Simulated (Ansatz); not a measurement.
# La3AlC (Pm-3m): a soft mode frozen in

Which phase does La3AlC (Pm-3m) fall into along its unstable mode, and how much energy does it gain?

Main program and level: Ansatz 0.2.0; DFT PBEsol, scalar-relativistic, plane waves, PAW; PAW set soft_1.

## (1) Starting point

Symmetry: Pm-3m, No. 221, cubic system. The conventional cell has a = 5.132 Å, b = 5.132 Å, c = 5.132 Å, α = 90.00°, β = 90.00°, γ = 90.00°. La has 2 C at 2.57 Å and 4 Al at 3.63 Å and 8 La at 3.63 Å nearest. Nearest to Al lie 12 La at 3.63 Å. Nearest to C lie 6 La at 2.57 Å. Farther neighbours are not listed.

## (2) Response at finite wavevector

The cell comes from relaxations at this level that are not shown. Stability and thermal properties need the whole zone. Linear response on a 2×2×2 q mesh gives force constants as far as a supercell of that size would.

Input file input.yaml:

```yaml
crystal:
  lattice:
    - [5.1318379723, 0.0, 0.0]
    - [0.0, 5.1318379723, 0.0]
    - [0.0, 0.0, 5.1318379723]
  atoms:
    - { symbol: La, position: [0.5, 0.5, 0.0] }
    - { symbol: La, position: [0.5, 0.0, 0.5] }
    - { symbol: La, position: [0.0, 0.5, 0.5] }
    - { symbol: Al, position: [0.0, 0.0, 0.0] }
    - { symbol: C, position: [0.5, 0.5, 0.5] }
kpoints:
  mp_grid: { grid: [8, 8, 8] }
hamiltonian:
  xc: pbesol
  pseudopotentials: { kind: paw, azcp: { folder: soft_1 }, xc_functional: pbe }
scf:
  occupations: { method: methfessel_paxton, width: 0.2 }
output:
  eigenvalues: true
phonons:
  method: dfpt
  qmesh: [2, 2, 2]
  temperatures: { t_max: 1000, t_step: 50 }
  qpath:
    path:
      - [[0.0, 0.0, 0.0], [0.0, 0.5, 0.0], [0.5, 0.5, 0.0], [0.0, 0.0, 0.0], [0.5, 0.5, 0.5], [0.0, 0.5, 0.0]]
      - [[0.5, 0.5, 0.5], [0.5, 0.5, 0.0]]
    npoints: 10
```

Command:

```
> ansatz run input.yaml --threads 4 --pin off --max-ram 10240MiB --backend cpu --events-out ev --progress --plain --runs-dir out
```

Numbers of over 12 decimals in the logs are rounded to 6 here.

What it wrote:

```text
Engine: ansatz 0.2.0, aarch64-unknown-linux-gnu
Pseudopotentials: kind: paw
Pseudopotential: La, paw, valence charge 11, recommended cutoff 420 eV (normal), soft_1/La.paw.azcp
Pseudopotential: Al, paw, valence charge 3, recommended cutoff 420 eV (normal), soft_1/Al.paw.azcp
Pseudopotential: C, paw, valence charge 4, recommended cutoff 420 eV (normal), soft_1/C.paw.azcp
Functional definition: PBEsol
  exchange = pbesol_x
  correlation = pbesol_c
Crystal: 5 atoms, lattice volume = 135.151 Å³
Basis set: ecut = 420 eV, 2601 PW (Γ), exchange–correlation on 72×72×72 points (8 copies of the dense FFT grid, shifted against one another)
Bands: 25, of which v1, the nominal top of the filled ones, is band 20 counted from 1 (19 counted from 0)
Symmetry: 48 space group operations
k-points: 35 of 512
Non-local potential: La, projectors of the file, l = 0: 3, l = 1: 2, l = 2: 2, l = 3: 3
Non-local potential: Al, projectors of the file, l = 0: 2, l = 1: 2, l = 2: 1
Non-local potential: C, projectors of the file, l = 0: 2, l = 1: 2, l = 2: 1
PAW form: soft (Blöchl's): semilocal exchange-correlation on the pseudo side does not see the compensation charge
PAW frozen core: La, regenerated for the run's functional, and the local potential with it (the file was generated under x = pbe(κ = 0.804, μ = 0.219515), c = pbe(β = 0.066725))
PAW frozen core: Al, regenerated for the run's functional, and the local potential with it (the file was generated under x = pbe(κ = 0.804, μ = 0.219515), c = pbe(β = 0.066725))
PAW frozen core: C, regenerated for the run's functional, and the local potential with it (the file was generated under x = pbe(κ = 0.804, μ = 0.219515), c = pbe(β = 0.066725))
PAW one-centre angular grid: La, 590 points (default); XC on 64 Gauss nodes
PAW one-centre angular grid: Al, 110 points (default); XC on 64 Gauss nodes
PAW one-centre angular grid: C, 110 points (default); XC on 64 Gauss nodes
Initial density: superposition of atomic densities (chi_scale 0.1, normalization cell, long waves kept (reshape's long-wave potential 0.00 eV rms))
Initial wavefunctions: pseudopotential atomic-orbital guess
Functional: x = pbesol(κ = 0.804, μ = 0.123457), c = pbesol(β = 0.046)
SCF iter   1: F=—  HF=-19257.926140 eV  |F-HF|=—  |Δ(HF+E_count)|=         —  Δρ=4.44e-2  dr2=7.86e0  ethr=3.10e-3  ⟨swp⟩=5.0  Hψ=4090  notcnv=0
preconditioner: auto → Kerker (q_TF=auto, 2.227 Å⁻¹)  [metal: Δε(μ)=0.013 eV  Ē_g=10.992 eV  σ=0.200 eV  W_gap=0.06  n_scr=26 (ndim 8)  ℏωp=18.6 eV  f_vac=0.000  D(μ)=4.64/eV (n_scr^D=32)]
SCF iter   2: F=—  HF=-19256.622729 eV  |F-HF|=—  |Δ(HF+E_count)|=    1.30e0  S|Δr|=    0.00e0  Δρ=1.77e-2  dr2=6.38e-1  ethr=3.10e-3  ⟨swp⟩=5.2  Hψ=6522  notcnv=0
automatic band count: the SCF goes on with 30 bands, as 25 were too few: they end inside the smearing window of the response
SCF iter   3: F=—  HF=-19256.492504 eV  |F-HF|=—  |Δ(HF+E_count)|=   1.30e-1  S|Δr|=    0.00e0  Δρ=9.38e-3  dr2=2.01e-1  ethr=1.59e-3  ⟨swp⟩=1.1  Hψ=1336  notcnv=0
SCF iter   4: F=—  HF=-19256.443777 eV  |F-HF|=—  |Δ(HF+E_count)|=   4.87e-2  S|Δr|=    0.00e0  Δρ=1.64e-3  dr2=5.53e-3  ethr=5.03e-4  ⟨swp⟩=2.3  Hψ=1452  notcnv=0
SCF iter   5: F=—  HF=-19256.443562 eV  |F-HF|=—  |Δ(HF+E_count)|=   2.15e-4  S|Δr|=    0.00e0  Δρ=6.38e-4  dr2=1.57e-3  ethr=1.38e-5  ⟨swp⟩=2.0  Hψ=1654  notcnv=0  defer=93
SCF iter   6: F=—  HF=-19256.443360 eV  |F-HF|=—  |Δ(HF+E_count)|=   2.01e-4  S|Δr|=    0.00e0  Δρ=1.13e-4  dr2=2.33e-5  ethr=3.93e-6  ⟨swp⟩=2.0  Hψ=1149  notcnv=0  defer=93
SCF iter   7: F=—  HF=-19256.443355 eV  |F-HF|=—  |Δ(HF+E_count)|=   5.14e-6  S|Δr|=    0.00e0  Δρ=2.92e-5  dr2=1.39e-6  ethr=5.83e-8  ⟨swp⟩=2.1  Hψ=1625  notcnv=0  defer=93
SCF iter   8: F=—  HF=-19256.443355 eV  |F-HF|=—  |Δ(HF+E_count)|=   3.58e-7  S|Δr|=    0.00e0  Δρ=7.85e-6  dr2=1.31e-7  ethr=3.48e-9  ⟨swp⟩=2.3  Hψ=1214  notcnv=0  defer=97
SCF iter   9: F=—  HF=-19256.443355 eV  |F-HF|=—  |Δ(HF+E_count)|=   1.33e-8  S|Δr|=    0.00e0  Δρ=1.52e-6  dr2=5.21e-9  ethr=3.28e-10  ⟨swp⟩=2.1  Hψ=1108  notcnv=0  defer=97
SCF iter  10: F=—  HF=-19256.443355 eV  |F-HF|=—  |Δ(HF+E_count)|=   1.01e-9  S|Δr|=    0.00e0  Δρ=2.21e-7  dr2=6.40e-11  ethr=1.30e-11  ⟨swp⟩=2.5  Hψ=1560  notcnv=0  defer=97
SCF iter  11: F=-19256.443355 eV  HF=-19256.443355 eV  |F-HF|=3.64e-12  |Δ(HF+E_count)|=  7.28e-12  S|Δr|=    0.00e0  Δρ=3.88e-8  dr2=1.93e-12  ethr=1.00e-12  ⟨swp⟩=17.4  Hψ=7065  notcnv=0
SCF 1 converged in 11 iterations: F = -19256.443355 eV  dr2 = 1.93e-12
  greatest PAW one-centre occupation: 0.971 electrons in one spin orbital (limit 2), on the La atom at site 0 (counted from 0), in its partial waves of l = 0
Initial density: read from a saved state, or passed on in memory by an earlier SCF of this step, an earlier step, the calling program or the single point that the run made first
iter 1 solved again at ethr=7.75e-8 eV; its pass at ethr=3.10e-3 eV (dr2=3.10e-5 eV) is discarded
SCF iter   1: F=—  HF=-19256.443356 eV  |F-HF|=—  |Δ(HF+E_count)|=         —  Δρ=4.41e-7  dr2=9.44e-11  ethr=7.75e-8  ⟨swp⟩=5.4  Hψ=7425  notcnv=0
eigensolver tolerance schedule: the retry pair's looser diagonalisation over-reported the residual by 328187.28 of it (diagonalisation noise at an unbounded share of the residual, at the tolerance the schedule requests for it); recorded, not acted on — ethr = c·dr2/N_el stays at c = 1.0e-1
preconditioner: auto → Kerker (q_TF=auto, 2.227 Å⁻¹)  [metal: Δε(μ)=0.021 eV  Ē_g=10.778 eV  σ=0.200 eV  W_gap=0.09  n_scr=26 (ndim 8)  ℏωp=18.6 eV  f_vac=0.000  D(μ)=4.38/eV (n_scr^D=26)]
SCF iter   2: F=—  HF=-19256.443355 eV  |F-HF|=—  |Δ(HF+E_count)|=   1.08e-6  S|Δr|=    0.00e0  Δρ=2.02e-7  dr2=1.54e-11  ethr=1.00e-12  ⟨swp⟩=4.0  Hψ=3013  notcnv=0
SCF iter   3: F=—  HF=-19256.443355 eV  |F-HF|=—  |Δ(HF+E_count)|=  1.09e-11  S|Δr|=    0.00e0  Δρ=1.43e-7  dr2=8.02e-12  ethr=1.00e-12  ⟨swp⟩=2.6  Hψ=1867  notcnv=0
SCF iter   4: F=-19256.443355 eV  HF=-19256.443355 eV  |F-HF|=7.28e-12  |Δ(HF+E_count)|=  7.28e-12  S|Δr|=    0.00e0  Δρ=6.55e-8  dr2=1.99e-12  ethr=1.00e-12  ⟨swp⟩=2.0  Hψ=1721  notcnv=0
SCF 2 converged in 4 iterations: F = -19256.443355 eV  dr2 = 1.99e-12
  greatest PAW one-centre occupation: 0.971 electrons in one spin orbital (limit 2), on the La atom at site 2 (counted from 0), in its partial waves of l = 0
phonons: the bands overlap, so this run is a metal and interpolates without the dipole-dipole term. If the crystal is really an insulator or semiconductor, its LO-TO splitting is missing
NSCF: frozen V_eff on 35 k-points
WARN: eigensolver did not converge in 12 slots of this pass, the one above among them; of largest residual over every band (k=14): 1 band(s) unlocked (lowest unlocked band 29, counted from 0; max residual 1.38e-2 eV among the unlocked bands, 1.38e-2 eV over every band); of lowest unlocked band (k=1): band 29
NSCF: frozen V_eff on 125 k-points
DFPT response loops at q = (0, 0, 0) (fractional): preconditioner auto → Kerker (q_TF=auto, 2.227 Å⁻¹) (partly filled bands, converged f_vac=0.000); β = 1.00, the filter's whole step (`scf.mixing.beta` (0.50) is not read by the response loops under this deck's `scf.mixing.preconditioner`; to damp them name `kerker` or `kerker_dos`, under which they read `scf.mixing.beta`, and type it under 1.00, their step now; both keys bind the ground state too); Broyden in place of MSR1
NSCF: frozen V_eff on 250 k-points
DFPT response loops at q = (0, 0, -0.5) (fractional): mixed as the last ones told, above
NSCF: frozen V_eff on 250 k-points
DFPT response loops at q = (0, -0.5, -0.5) (fractional): mixed as the last ones told, above
NSCF: frozen V_eff on 250 k-points
DFPT response loops at q = (-0.5, -0.5, -0.5) (fractional): mixed as the last ones told, above
SCF converged after 11 iterations
Stability not checked: this state was not tested for a lower state beside it, because cold or Methfessel-Paxton smearing, or corrected tetrahedra, fill the levels in a way that the test cannot read (fill_not_monotonic; see scf.lower_state_search)
Free energy (F): -19256.443355 eV
Harris-Foulkes:  -19256.443355 eV  (|F-HF|=3.64e-12)
Internal energy: -19256.438816 eV  (E = F + TS)
E sigma→0 (E₀):  -19256.442220 eV
Entropy (-TS):   -0.004539 eV (-0.908 meV/atom)
Fermi energy:    9.856791 eV
--- Per-component energies (eV) ---
  E_band       = -123.482704
  E_kinetic    = 663.653759
  E_local      = -1290.106209  (includes V_loc(G=0)·N_el)
  E_nonlocal   = 301.737156
  E_hartree    = 477.540422
  E_xc         = -508.206777
  E_vxc        = -519.310898  (∫ρ·V_xc dr)
  E_paw        = -16539.429849  (= ΣΔE_a)
  E_vpaw       = -234.537363  (= ΣTr[D̂ρ^β])
  E_aug_tail   = 0.000009  (compensation charges beyond the density's cutoff)
  E_ewald      = -2362.174674
  E_core_change = 0.547348  (= ΣΔE_core)
  E_smearing   = -0.004539  (= −TS)
  E_closure    = 0.000000  (closes the sum)
  Σ components = -19256.443355   (vs F -19256.443355, Δ=0.00e0)
--- Band table (eV; the first three rows and the last of 35) ---
  k-point 0: bands = [... 16 lower, 9.2980, 9.2980, 9.2980, 9.9927, 9.9927, 9.9927, 10.9090, 10.9090, ... 6 higher]
  k-point 1: bands = [... 16 lower, 9.2863, 9.3076, 9.3433, 9.6201, 10.0299, 10.0299, 10.8040, 10.8829, ... 6 higher]
  k-point 2: bands = [... 16 lower, 9.2938, 9.2938, 9.4666, 9.7273, 9.9539, 9.9539, 10.8419, 11.0449, ... 6 higher]
  k-point 34: bands = [... 16 lower, 6.7167, 10.3203, 10.3203, 10.3203, 11.0799, 11.0799, 11.0799, 11.6517, ... 6 higher]
--- Phonons (Γ-DFPT): 4 representative perturbations + reference (Σ response iterations 13) ---
  ASR residual: 3.921e-5 → 0.000e0 eV/Å²; symmetrization residual: 1.066e-6 eV/Å²
  ASR residual per site (eV/Å²): 3.92e-5 3.92e-5 3.92e-5 5.14e-6 1.59e-5
  Γ frequencies (cm⁻¹): -168.67 -168.67 -168.67 -49.49 -49.49 -49.49 0.00 0.00 0.00 122.77 122.77 122.77 137.78 137.78 137.78
--- Phonons (arbitrary-q DFPT): 4 irreducible q on the 2×2×2 mesh ---
  q = [0.0000, 0.0000, 0.0000] (star 1, of the zone-centre solve; hermiticity 3.31e-7, symmetrization 8.41e-13): -168.67 -168.67 -168.67 -49.49 -49.49 -49.49 -0.00 -0.00 0.00 122.77 122.77 122.77 137.78 137.78 137.78
  q = [0.0000, 0.0000, -0.5000] (star 3, 9 solved perturbations in 975 linear systems a pass and spin channel, the states on 125 of 512 k-point pairs; hermiticity 2.02e-7, symmetrization 7.98e-9): -117.09 -117.09 54.51 59.74 59.74 61.58 61.58 84.81 129.40 139.35 139.35 140.08 140.08 163.75 382.08
  q = [0.0000, -0.5000, -0.5000] (star 3, 9 solved perturbations in 975 linear systems a pass and spin channel, the states on 125 of 512 k-point pairs; hermiticity 1.18e-7, symmetrization 7.01e-9): 7.78 63.74 63.74 66.73 66.73 94.04 103.58 113.95 149.11 149.53 149.53 157.15 255.06 379.23 379.23
  q = [-0.5000, -0.5000, -0.5000] (star 1, 4 solved perturbations in 350 linear systems a pass and spin channel, the states on 125 of 512 k-point pairs; hermiticity 4.84e-8, symmetrization 5.49e-9): -25.09 -25.09 -25.09 93.66 93.66 93.66 117.65 117.65 126.72 126.72 126.72 188.41 391.17 391.17 391.17
  sum rule: each row above includes the acoustic sum rule's correction from the zone centre's row sums; it moved no ω² by more than (0.60 cm⁻¹)²
  mesh force constants: q→R imaginary residual 2.95e-18; ASR residual 3.921e-5 → 0.000e0 eV/Å²; symmetrization residual 3.553e-15 eV/Å²
  interpolated dispersion: 62 rows × 15 modes
  density of states and harmonic sums: on the 12×12×12 q-mesh, interpolated from the force constants of a 2×2×2 supercell (no non-analytic term)
  largest difference from the sums on the solved wave vectors: F 2.99e-1 eV, S 3.99e-4 and C_V 1.02e-4 eV/K
  zero-point energy: 0.114862 eV/cell   skipped modes (ω ≤ 0): 125, of them read as no rigid motion or as one in doubt: 122 (1.089e0 modes/cell left out, lowest -168.67 cm⁻¹)   left out of the sums: 7.27e-2 of the cell's modes: C_V's classical limit lies that fraction below 3 k_B per atom; for a crystal, a wire or a layer, F and S can be off by more, and a phonons.interpolated_qmesh denser along its periods is the remedy for the sampling
```

Elapsed: 5.5 min, on 4 threads of Arm Neoverse V2, shared host; peak memory 1.7 GiB; 21 min of CPU time.

In the SCF lines HF is the Harris–Foulkes energy and dr2 the Hartree energy of the density residual, in eV; the loop may stop once dr2 is under the threshold and the program's other checks hold. Hψ counts applications of the Hamiltonian.

This step gave:

```yaml
volume_per_atom: 27.03 Å³
gap_on_the_k_mesh: 0 eV
sum_rule_residual_before_enforcement: 3.92e-5 eV/Å²
lowest_frequency_on_the_path: -168.7 cm⁻¹
point_group: m-3m
highest_frequency_on_the_path_or_at_a_solved_wavevector: 391.2 cm⁻¹
highest_optical_mode_at_the_zone_centre_no_lo_to_term: 137.8 cm⁻¹
lowest_optical_zone_centre_mode: -168.7 cm⁻¹
lowest_mode_on_the_q_mesh_acoustic_modes_at_gamma_apart: -168.7 cm⁻¹
```

Frequencies (cm⁻¹) solved at each irreducible wavevector; negative means imaginary. Frequencies by wavevector, by row:

| q in reciprocal lattice units | star | mode 1 | mode 2 | mode 3 | mode 4 | mode 13 | mode 14 | mode 15 |
| --- | --- | --- | --- | --- | --- | --- | --- | --- |
| 0 0 0 | 1 | -168.7 | -168.7 | -168.7 | -49.5 | 137.8 | 137.8 | 137.8 |
| 0 0 -0.5 | 3 | -117.1 | -117.1 | 54.5 | 59.7 | 140.1 | 163.8 | 382.1 |
| 0 -0.5 -0.5 | 3 | 7.8 | 63.7 | 63.7 | 66.7 | 255.1 | 379.2 | 379.2 |
| -0.5 -0.5 -0.5 | 1 | -25.1 | -25.1 | -25.1 | 93.7 | 391.2 | 391.2 | 391.2 |

Interpolated from a 2×2×2 q mesh. Phonon branches along the path, in cm⁻¹:

| point | branch 1 | branch 2 | branch 3 | branch 4 | branch 12 | branch 13 | branch 14 | branch 15 |
| --- | --- | --- | --- | --- | --- | --- | --- | --- |
| Γ | -169 | -169 | -169 | -50 | 123 | 138 | 138 | 138 |
| halfway | -138 | -138 | -12 | -12 | 138 | 138 | 149 | 244 |
| X | -117 | -117 | 54 | 60 | 140 | 140 | 164 | 382 |
| halfway | 24 | 32 | 42 | 62 | 155 | 189 | 267 | 381 |
| M | 8 | 64 | 64 | 67 | 157 | 255 | 379 | 379 |
| halfway | -47 | -3 | 28 | 40 | 147 | 148 | 254 | 256 |
| Γ | -169 | -169 | -169 | -50 | 123 | 138 | 138 | 138 |
| halfway | -13 | 31 | 31 | 70 | 153 | 276 | 276 | 279 |
| R | -25 | -25 | -25 | 94 | 188 | 391 | 391 | 391 |
| halfway | 23 | 24 | 38 | 74 | 162 | 298 | 300 | 383 |
| X | -117 | -117 | 54 | 60 | 140 | 140 | 164 | 382 |
| jump to R | -25 | -25 | -25 | 94 | 188 | 391 | 391 | 391 |
| halfway | -17 | 28 | 28 | 88 | 174 | 329 | 385 | 385 |
| M | 8 | 64 | 64 | 67 | 157 | 255 | 379 | 379 |

Symmetry leaves 4 wavevectors to solve. The lowest mode among them, the acoustic zeros apart, lies at Γ and is imaginary, 168.7i cm⁻¹, so the energy falls along it.

## (3) The mode frozen in, largest atomic shift 0 Å

The mode followed lies at Γ with frequency 168.7i cm⁻¹ and is 3-fold degenerate, the softest among the wavevectors solved. At small amplitude the distorted cell has space group no. 38 by a symmetry search on the positions. The undistorted cell that holds it gives the zero of energy on the same k mesh.

input.yaml, the sections that differ from step 2:

```yaml
output:
  forces: true
  stress: true
  eigenvalues: true
# crystal, kpoints, hamiltonian, scf: as in step 2
# phonons: removed
```

What it wrote:

```text
[...]
Crystal: 5 atoms, lattice volume = 135.151 Å³
Basis set: ecut = 420 eV, 2601 PW (Γ), exchange–correlation on 72×72×72 points (8 copies of the dense FFT grid, shifted against one another)
Bands: 25, of which v1, the nominal top of the filled ones, is band 20 counted from 1 (19 counted from 0)
Symmetry: 48 space group operations
[...]
k-points: 35 of 512
[...]
k-point 0: bands = [... 16 lower, 9.2980, 9.2980, 9.2980, 9.9928, 9.9928, 9.9928, 10.9090, 10.9090, ... 1 higher]
  k-point 1: bands = [... 16 lower, 9.2863, 9.3076, 9.3433, 9.6202, 10.0299, 10.0299, 10.8040, 10.8829, ... 1 higher]
  k-point 2: bands = [... 16 lower, 9.2938, 9.2938, 9.4666, 9.7273, 9.9539, 9.9539, 10.8419, 11.0449, ... 1 higher]
  k-point 34: bands = [... 16 lower, 6.7167, 10.3203, 10.3203, 10.3203, 11.0799, 11.0799, 11.0799, 11.6517, ... 1 higher]
[key lines of the parts left out:]
SCF converged after 9 iterations
Free energy (F): -19256.443355 eV
Fermi energy:    9.856795 eV
P = ⅓ Tr σ = -0.0001 GPa (-0.001 kbar)
```

It took 2.2 s on 4 threads; peak memory 0.49 GiB.

This step gave:

| Quantity | Value |
| --- | --- |
| pressure | -6.43e-5 GPa |
| energy from the undistorted cell | 0 meV/atom |

The run ends at a pressure of 0.00 GPa.

## (4) The mode frozen in, largest atomic shift 0.14 Å

The atoms are moved along the unstable eigenvector, the largest shift by 0.14 Å, with the cell fixed.

input.yaml, the sections that differ from step 3:

```yaml
crystal:
  lattice:
    - [5.1318379723, 0.0, 0.0]
    - [0.0, 5.1318379723, 0.0]
    - [0.0, 0.0, 5.1318379723]
  atoms:
    - { symbol: La, position: [0.5, 0.4994417845, -0.0003446338] }
    - { symbol: La, position: [0.5, -0.0003446338, 0.4994417845] }
    - { symbol: La, position: [0.0, 0.4994417845, 0.4994417845] }
    - { symbol: Al, position: [0.0, -0.001065414, -0.001065414] }
    - { symbol: C, position: [0.5, 0.5192903498, 0.5192903498] }
output:
  forces: true
  stress: true
  eigenvalues: true
  write_density: true
  write_potential: true
  elf: true
  volumetric_format: npy
# kpoints, hamiltonian, scf: as in step 3
```

What it wrote:

```text
[...]
Crystal: 5 atoms, lattice volume = 135.151 Å³
Basis set: ecut = 420 eV, 2601 PW (Γ), exchange–correlation on 72×72×72 points (8 copies of the dense FFT grid, shifted against one another)
Bands: 25, of which v1, the nominal top of the filled ones, is band 20 counted from 1 (19 counted from 0)
Symmetry: 4 space group operations
[...]
k-points: 105 of 512 (time reversal used)
[...]
k-point 0: bands = [... 16 lower, 9.1617, 9.1669, 9.2923, 9.9789, 10.1330, 10.1367, 10.9154, 10.9218, ... 1 higher]
  k-point 1: bands = [... 16 lower, 9.1026, 9.3150, 9.3400, 9.6980, 10.0918, 10.1452, 10.8127, 10.8993, ... 1 higher]
  k-point 2: bands = [... 16 lower, 9.1371, 9.2952, 9.4521, 9.7345, 9.9809, 10.0444, 10.8474, 11.0574, ... 1 higher]
  k-point 104: bands = [... 16 lower, 6.7376, 10.3307, 10.3349, 10.3363, 11.0487, 11.0728, 11.0775, 11.6375, ... 1 higher]
[key lines of the parts left out:]
SCF converged after 9 iterations
Free energy (F): -19256.450757 eV
Fermi energy:    9.895198 eV
P = ⅓ Tr σ = 0.0146 GPa (0.146 kbar)
```

Elapsed: 14 s, on 4 threads; peak memory 0.6 GiB.

Numbers from this step:

```
pressure                         : 0.01458 GPa
energy from the undistorted cell : -1.563 meV/atom
```

The energy, extrapolated to zero smearing, is -1.56 meV/atom against the undistorted cell.

The run ends at a pressure of 0.01 GPa, with forces up to 0.055 eV/Å.

## (5) Energy along the mode, all amplitudes (two of the runs are shown above)

An imaginary frequency means negative curvature, so the energy should fall and then rise again as anharmonic terms take over.

Numbers from this step:

| Property | Result |
| --- | --- |
| depth at the lowest point sampled | 1.563 meV/atom |
| largest atomic shift at that point | 0.14 Å |

The energy from the parent by largest atomic shift:

```csv
largest atomic shift (Å),energy from the parent (meV/atom)
0.000,0
0.040,-0.198
0.080,-0.707
0.140,-1.56
0.220,-1.11
0.320,6.70
```

Displacement at unit largest shift by atom:

| atom | x (Å) | y (Å) | z (Å) | size |
| --- | --- | --- | --- | --- |
| La1 | 0.000 | -0.020 | -0.013 | 0.024 |
| La2 | 0.000 | -0.013 | -0.020 | 0.024 |
| La3 | 0.000 | -0.020 | -0.020 | 0.028 |
| Al4 | 0.000 | -0.039 | -0.039 | 0.055 |
| C5 | 0.000 | 0.707 | 0.707 | 1.000 |

The lowest of the steps tried is at 0.14 Å, 1.56 meV/atom below the parent; the bottom of the well need not coincide with a step.

[end of part 1 of 2]

[Logs are printed without paths, hosts, clocks, repeated set-up lines and the standing remarks that a program may print on its own settings, such as how far it seeks lower states.]

[Hosts, paths, dates, database ids (printed as entryN), source tags and the programs' standing remarks are cut or masked in the printed files.]
